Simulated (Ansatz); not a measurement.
# Relaxing a frame of liquid 1,3,5-triphenylbenzene from 473 K (126 atoms), part 2 of 2

Aim: bring a frame of liquid 1,3,5-triphenylbenzene from 473 K (126 atoms) to a nearby minimum of the energy and see what moves.

Ansatz 0.2.0; Kohn-Sham DFT, RPBE+D3(BJ), PAW (set soft_2), plane waves.

The cell: 72 C and 54 H. The network of contacts between molecules at the start is that of the classical potential that made the cell. Only the Γ point is sampled, in a cell whose shortest periodic width is 11 Å.

So far, density (g/cm³): step 4 (structure statistics after relaxation) 1.19.

### 5. Single point at the relaxed geometry

One more single point at the end of the walk gives the fuller output and checks the residual forces.

input.yaml

```yaml
crystal:
  lattice:
    - [10.49845, 0.64077, 0.33069]
    - [0.64077, 11.23103, 0.05265]
    - [0.33069, 0.05265, 10.8927]
  atoms:
    - { symbol: C, position: [0.95959, 0.30743, 0.18173] }
    - { symbol: C, position: [0.93713, 0.24776, 0.07507] }
    - { symbol: C, position: [0.95431, 0.30187, 0.96016] }
    - { symbol: C, position: [0.99539, 0.41557, 0.95255] }
    - { symbol: C, position: [0.01825, 0.47497, 0.05925] }
    - { symbol: C, position: [0.99936, 0.42238, 0.17565] }
    - { symbol: C, position: [0.01585, 0.48832, 0.28912] }
    - { symbol: C, position: [0.93603, 0.47504, 0.39494] }
    - { symbol: C, position: [0.94796, 0.53918, 0.50237] }
    - { symbol: C, position: [0.86168, 0.52437, 0.61232] }
    - { symbol: C, position: [0.81874, 0.41276, 0.6386] }
    - { symbol: C, position: [0.73584, 0.39759, 0.74078] }
    - { symbol: C, position: [0.69188, 0.49393, 0.81802] }
    - { symbol: C, position: [0.73405, 0.60543, 0.79315] }
    - { symbol: C, position: [0.81876, 0.62033, 0.69184] }
    - { symbol: C, position: [0.04075, 0.6189, 0.50248] }
    - { symbol: C, position: [0.1214, 0.63463, 0.39757] }
    - { symbol: C, position: [0.2181, 0.71991, 0.39778] }
    - { symbol: C, position: [0.25229, 0.77985, 0.28908] }
    - { symbol: C, position: [0.34205, 0.86159, 0.28773] }
    - { symbol: C, position: [0.4003, 0.88545, 0.39503] }
    - { symbol: C, position: [0.36754, 0.82597, 0.50354] }
    - { symbol: C, position: [0.27745, 0.74438, 0.50532] }
    - { symbol: C, position: [0.10807, 0.56836, 0.29174] }
    - { symbol: H, position: [0.94848, 0.2642, 0.27091] }
    - { symbol: H, position: [0.90628, 0.15887, 0.08095] }
    - { symbol: H, position: [0.93616, 0.25556, 0.87714] }
    - { symbol: H, position: [0.00797, 0.45862, 0.86337] }
    - { symbol: H, position: [0.04841, 0.56422, 0.05261] }
    - { symbol: H, position: [0.85887, 0.4192, 0.39158] }
    - { symbol: H, position: [0.85248, 0.33705, 0.57938] }
    - { symbol: H, position: [0.7053, 0.30991, 0.75956] }
    [... 88 atom lines left out ...]
    - { symbol: H, position: [0.29407, 0.37933, 0.53906] }
    - { symbol: H, position: [0.12735, 0.32367, 0.68886] }
    - { symbol: H, position: [0.00349, 0.1544, 0.64568] }
    - { symbol: H, position: [0.04529, 0.04738, 0.44577] }
    - { symbol: H, position: [0.20776, 0.10686, 0.29309] }
    - { symbol: H, position: [0.38069, 0.45355, 0.38598] }
kpoints:
  mp_grid: { grid: [1, 1, 1] }
hamiltonian:
  xc: rpbe
  dispersion: d3bj
scf:
  occupations: { method: fermi_dirac, width: 0.05 }
output:
  forces: true
  stress: true
  populations: true
  dos:
    method: { smearing: { sigma: 0.08 } }
    de: 0.1
    projected: { site_lists: { C: [C], H: [H] } }
  eigenvalues: true
  write_density: true
  write_potential: true
  volumetric_format: npy
  elf: true
```

Command:

```sh
$ ansatz run input.yaml --threads 4 --pin off --max-ram 8192MiB --backend cpu --events-out ev --progress --plain --runs-dir out
```

Wall time 14 s (4 threads of Intel Xeon Platinum 8175M at 2.50GHz (Skylake/Cascade Lake), shared host); peak memory 1.5 GiB.

The program notes that the exchange-correlation potential is rough where the density is thin.

Numbers from this run:

```yaml
free_energy: -19054.8389 eV
free_energy_per_atom: -151.2289 eV/atom
scf_cycles: 9
pressure: 0.006683 GPa
r_m_s_force_component: 0.00521 eV/Å
longest_force: 0.02752 eV/Å
fermi_energy: 2.366 eV
spacing_of_highest_filled_and_lowest_empty_level: 3.271 eV
spilling_of_the_projection: 0.01203
```

Löwdin charges by element (they lack the spilled electrons, 0.033 e an atom on average):

```
element  coordination  atoms  mean charge (e)  spread   least    most
      C           all     72          -0.0822  0.0728  -0.146  0.0547
      H           all     54            0.186  0.0066   0.171   0.198
```

States in the cell by windows of 1 eV, zero at the Fermi level; the larger projections on atomic orbitals stand beside the total:

```
from (eV)  to (eV)  total   C p  H s   C s
      -18      -17   18.0   3.5  1.3  13.0
      -17      -16    0.1   0.0  0.0   0.1
      -16      -15   12.4   3.6  0.7   7.8
      -15      -14   30.1   8.5  3.1  18.1
      -14      -13    5.4   1.8  0.5   3.1
      -13      -12    6.1   3.3  0.7   2.0
      -12      -11   26.4  14.2  3.3   8.4
      -11      -10   15.5   9.1  2.1   4.1
      -10       -9    6.6   4.8  1.3   0.3
       -9       -8   19.9  12.7  4.8   1.9
       -8       -7   33.0  23.2  5.9   3.5
       -7       -6   42.9  33.5  7.9   1.0
       -6       -5   30.2  26.2  3.5   0.2
       -5       -4   41.0  32.2  8.3   0.3
       -4       -3   12.6  12.2  0.2   0.1
       -3       -2   24.1  24.0  0.0   0.1
       -2       -1   11.9  11.8  0.0   0.0
       -1        1    0.0   0.0  0.0   0.0
        1        2   12.0  11.4  0.1   0.1
        2        3   23.4  21.8  0.3   0.2
        3        4   15.4  11.4  1.6   0.6
        4        5   13.9   2.4  5.1   1.8
```

The curve was stored every 0.10 eV, coarse against its broadening of 0.08 eV, so these counts are rough.

Between -19 and -18 eV lie 6 more states.

The levels nearest the highest filled one (over half full), pooled over k-points and spins:

```
level less the highest filled one (eV)  occupation
                                -0.253           2
                                -0.188           2
                                -0.157           2
                                -0.117           2
                               -0.0714           2
                                     0           2
                                  3.27           0
                                  3.33           0
                                  3.40           0
                                  3.43           0
                                  3.44           0
                                  3.49           0
```

ELF in the bc plane at fractional x = 0.375, with atoms of C and H within 0.2 Å of it. It is the smooth field of the valence electrons, not physical close to the nuclei.

Ten even steps from '_' (0.02 × 1e-1) to '@' (9.98 × 1e-1), each cell a mean:
```
______..::--====--..__..--**++==++++==##**::==@@@@@@@@==________
__::--==++++******++::::==##%%##==....==++====######**..________
..==++****++++##%%##++####--::++==::::==##%%##==::..____________
::++####++--::++##--::##@@++==%%##++##**::--**++::______________
==**##%%**..__::++++--++**==**##==::##%%====@@@@%%**..______::--
%%**--==++::__..++%%%%++::..--**++==****++##@@@@@@%%..____--##@@
@@##==++##==::--++####==..__==%%@@@@##::..++@@@@%%--______==@@@@
@@##**####++====++++==::____++@@@@@@%%::____::::..__....__..++@@
==----==++==--::::....______::##@@@@**____________--##%%**..__::
______......__________________..----____________..++@@@@@@++..__
__________________..::====::____________..::----==**##%%%%++..__
________________....::----..____________..--++####++..--**==::__
..__________......________..----..______..--++**##**==##%%**==::
--________..::----......--##@@@@##..______..::::--==##%%**++**++
::________..--****++++==**@@@@@@@@--______________..==++--==**++
..________..==++----####**%%@@@@##::____________..--**%%%%##++--
____::====--++##--::##%%##**##**--__________..::==****++****--..
__--%%@@@@****%%%%****##****++::____________..==******++####**::
__==@@@@@@%%**####++--::----::______--==::____::--==**%%@@@@@@++
__::##@@%%##****++::____________..**@@@@%%--______..==%%@@@@@@++
____..------====::____::====..__::%%@@@@@@**________..++%%%%**..
____________________--%%@@@@**::--**%%@@%%==____..______....____
____________________++@@@@@@##**##**::==**==::++####==__________
____________________::**%%%%----%%%%--**%%****@@@@@@@@--________
```
Columns run along b (11.2 Å), rows up along c (10.9 Å). Atoms in or near the plane, at fractional coordinates: C at (0.83, 0.50), H at (0.91, 0.20), C at (0.31, 0.83), C at (0.44, 0.87), C at (0.53, 0.79), C at (0.65, 0.83), C at (0.67, 0.96), C at (0.58, 0.04), C at (0.46, 0.00), C at (0.07, 0.75), H at (0.51, 0.69), H at (0.72, 0.76), H at (0.76, 0.99), H at (0.59, 0.14) and more.

Valence density in the bc plane at fractional x = 0.375, with atoms of C and H within 0.2 Å of it. It is the smooth field of the valence electrons, not physical close to the nuclei.

Values in e/Å³, 13 rows by 16 columns, each cell a mean:
```
0.0 0.1 0.1 0.2 0.2 0.2 0.8 1.7 0.7 0.7 1.8 1.6 0.8 0.1 0.0 0.0
0.2 0.5 0.4 0.5 1.1 1.2 1.6 1.7 0.8 0.8 1.8 0.9 0.1 0.0 0.0 0.0
0.7 1.5 0.6 0.3 1.3 1.4 0.7 1.2 1.8 1.7 1.6 1.4 0.2 0.0 0.0 0.1
1.2 1.3 0.6 0.3 0.5 0.4 0.1 0.5 1.6 0.5 0.3 0.5 0.1 0.0 0.0 0.5
0.2 0.2 0.2 0.1 0.1 0.1 0.0 0.1 0.4 0.1 0.0 0.0 0.1 0.2 0.1 0.1
0.0 0.0 0.0 0.0 0.0 0.1 0.0 0.0 0.0 0.0 0.0 0.1 0.5 1.2 0.4 0.0
0.0 0.0 0.0 0.0 0.1 0.1 0.1 0.0 0.0 0.0 0.1 0.3 1.0 1.8 0.8 0.1
0.0 0.0 0.0 0.2 0.4 0.3 0.4 0.8 0.1 0.0 0.0 0.1 0.3 1.2 1.5 0.4
0.0 0.0 0.1 0.8 1.6 1.4 1.1 0.8 0.1 0.0 0.0 0.1 0.2 1.2 1.5 0.3
0.1 0.5 0.8 1.2 1.1 0.6 0.4 0.1 0.0 0.0 0.0 0.1 0.3 1.1 1.3 0.2
0.0 0.3 0.5 0.4 0.2 0.1 0.0 0.0 0.1 0.4 0.1 0.0 0.1 0.3 0.9 0.2
0.0 0.0 0.0 0.0 0.0 0.1 0.5 0.3 0.5 1.6 0.5 0.0 0.0 0.0 0.0 0.0
0.0 0.0 0.0 0.0 0.0 0.2 1.3 1.6 1.7 1.8 1.2 0.7 0.5 0.1 0.0 0.0
```
Columns run along b (11.2 Å), rows up along c (10.9 Å). Atoms in or near the plane, at fractional coordinates: C at (0.83, 0.50), H at (0.91, 0.20), C at (0.31, 0.83), C at (0.44, 0.87), C at (0.53, 0.79), C at (0.65, 0.83), C at (0.67, 0.96), C at (0.58, 0.04), C at (0.46, 0.00), C at (0.07, 0.75), H at (0.51, 0.69), H at (0.72, 0.76), H at (0.76, 0.99), H at (0.59, 0.14) and more.

Mean Löwdin charges: C -0.08, H +0.19 e (they miss 1.2 % of the electrons, so they add up to more than the cell's charge). The largest share in the top eV of filled states is C p (100 % of the projected weight), and in the lowest eV of empty states C p (98 % of the projected weight).

A closer look about H114, picked at random: 13 atoms, nearest first, numbered in the order of the input, with positions taken from that point.

```
atom      x      y      z  distance (Å)  bonds  Löwdin charge (e)
H114   0.00   0.00   0.00          0.00      1               0.18
 C92  -0.94  -0.18   0.51          1.09      3              -0.14
H109   0.22   2.04  -0.36          2.09      1               0.19
 C93  -1.59  -1.41   0.34          2.15      3               0.05
 C91  -1.44   0.79   1.40          2.15      3               0.04
H119  -0.32  -0.92  -1.98          2.20      1               0.18
 C85   0.14   2.56   0.59          2.63      3              -0.12
 C99  -0.38  -1.98  -1.77          2.68      3              -0.12
 C94  -1.03  -2.41  -0.60          2.69      3               0.04
 C90  -0.69   2.05   1.60          2.69      3               0.03
  C2   2.57  -0.70  -0.46          2.70      3              -0.13
 H70   0.60  -1.22   2.46          2.80      1               0.19
 H26   2.19  -1.72  -0.41          2.81      1               0.20
```

The column of bonds counts only the pairs C-C within 1.85 Å, C-H within 1.34 Å; other neighbours, such as metal atoms beside each other in a compound, aren't counted, and periodic images can show an atom twice.

### 6. A changed input

A doubtful change is made on purpose, to see how the program answers.

This step: Kohn-Sham DFT, RPBE+D3(BJ), PAW (set soft_2), localised support functions (medium) (Ansatz 0.2.0).

input.yaml

```yaml
crystal:
  lattice:
    - [11.40104, 0.0, 0.0]
    - [0.0, 11.40104, 0.0]
    - [0.0, 0.0, 11.40104]
  atoms:
    [... the 126 atom lines of step 2 ...]
kpoints:
  mp_grid: { grid: [1, 1, 1] }
hamiltonian:
  xc: rpbe
  dispersion: d3bj
scf:
  occupations: { method: fermi_dirac, width: 0.05 }
  eigensolver: { kind: { support_functions: { accuracy: medium, radius: 2.0 } } }
  max_iter: 50
output:
  forces: true
```

Elapsed: 1.2 s, on 4 threads; peak memory 0.24 GiB.

The program refuses radii under 3.35 Å for these atoms at this level.

### 7. Another setting: scf.occupations.width = 0.1

Changed here: scf.occupations.width = 0.1.

This step: Kohn-Sham DFT, RPBE+D3(BJ), PAW (set soft_2), plane waves (Ansatz 0.2.0).

input.yaml, the sections that differ from step 6:

```yaml
scf:
  occupations: { method: fermi_dirac, width: 0.1 }
output:
  forces: true
  stress: true
  populations: true
  dos:
    method: { smearing: { sigma: 0.1 } }
    de: 0.1
    projected: { site_lists: { C: [C], H: [H] } }
  eigenvalues: true
# crystal, kpoints, hamiltonian: as in step 6
```

Run time: 15 s. Hardware: 4 threads; peak memory 1.6 GiB.

Geometry and reference: those of the single point at the start.

Forces differ from those of the single point at the start by 0.003 meV/Å r.m.s., 3.0e-4 % of their size. It took 1.1 times the reference's time (shared host, so rough).

### 8. Summary of results

```yaml
energy_change_in_the_relaxation: -66.44 meV/atom
r_m_s_displacement: 0.832 Å
largest_displacement: 2.486 Å
free_energy_per_atom: -151.2289 eV/atom
pressure: 0.006683 GPa
r_m_s_force_component: 0.00521 eV/Å
spacing_of_highest_filled_and_lowest_empty_level: 3.271 eV
wall_time_of_the_4_dft_runs: 7.8 min
```

In words: Relaxation lowers the energy by 66.4 meV/atom and moves atoms by 0.83 Å r.m.s.; the r.m.s. force component goes from 1.2 to 0.0052 eV/Å, the pressure goes from 3.6 to 0.0067 GPa, and the gap from 3.22 to 3.27 eV. Displacements are taken in the final cell, so they leave out its strain. By the final cutoffs no bond was broken or made. The cell shrank by 13.7 % in volume. First to last step the energy falls by 8.371 eV, across changes of basis; the largest move, 2.49 Å, is that of H82. The C-C bonds change most in mean length: from 1.396 Å (spread 0.034) to 1.409 Å (spread 0.025). Counting bonds as in the table, all C atoms have 3 and all H atoms have 1 bonded neighbour. Filled and empty levels are parted by 3.27 eV (at Γ alone); a semilocal functional tends to put such gaps too low. In a disordered cell it changes from sample to sample and from frame to frame.

What to keep in mind: The network of contacts between molecules at the start is that of the classical potential that made the cell; in DFT atoms moved by 0.83 Å r.m.s.

[Logs are printed without paths, hosts, clocks, repeated set-up lines and the standing remarks that a program may print on its own settings, such as how far it seeks lower states.]

[Hosts, paths, dates, database ids (printed as entryN), source tags and the programs' standing remarks are cut or masked in the printed files.]
